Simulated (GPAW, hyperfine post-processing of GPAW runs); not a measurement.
# A contact shift by hand: 25Mg in K2MgCo2O4

A spin-polarised calculation (DFT, revPBE+U, plane-wave PAW, GPAW setups, collinear spin, scalar-relativistic; GPAW) with all Co moments parallel (S = 1.5 each) puts a spin density ρ↑ − ρ↓ of -0.01614 e/Å³, counted along the moments, at one Mg nucleus (4 Co through links of 83° (4) and 101° (2)). Take g = 2, spin-only moments and Θ = 0 K (a pure Curie law); γ/2π of 25Mg is -2.6083 MHz/T.

**Task.** Find the contact field, the hyperfine constant and the contact shift at 298 K and 360 K, supposing that the crystal is a paramagnet with these local moments at both.

1. A spin density ρ_s carries a moment density μB ρ_s, and the contact field is B_c = (2μ₀/3) μB ρ_s. For 1 e/Å³ that is 7.769 T, so B_c = -0.1254 T.

2. With H = A S·I summed over the ions, A = γB_c/(2πS) = -2.6083 × −0.1254 / 1.5 = 0.218 MHz.

3. In a field B0 the paramagnet reaches only a fraction of saturation, M/M_sat = g μB (S + 1) B0 / [3 k_B (T − Θ)]. At 298 K this is 3.7568e-03 per tesla, or 2.65 % at 7.05 T.

4. The shift is that fraction of B_c over B0, so B0 drops out: δ = -0.1254 × 3.7568e-03 × 10⁶ = -471 ppm at 298 K.

5. At 360 K it scales by (298 − Θ)/(360 − Θ) = 0.828, to -390 ppm.

6. The sign says that the spin at the nucleus is opposite to the Co moments, as where spin polarisation outweighs delocalisation. Spin flips in this cell gave a rough Θ of -124 K, not relied on, which would scale the first shift by 0.71. Orbital and pseudocontact parts are not included.

[Hosts, paths, dates, database ids (printed as entryN), source tags and the programs' standing remarks are cut or masked in the printed files.]
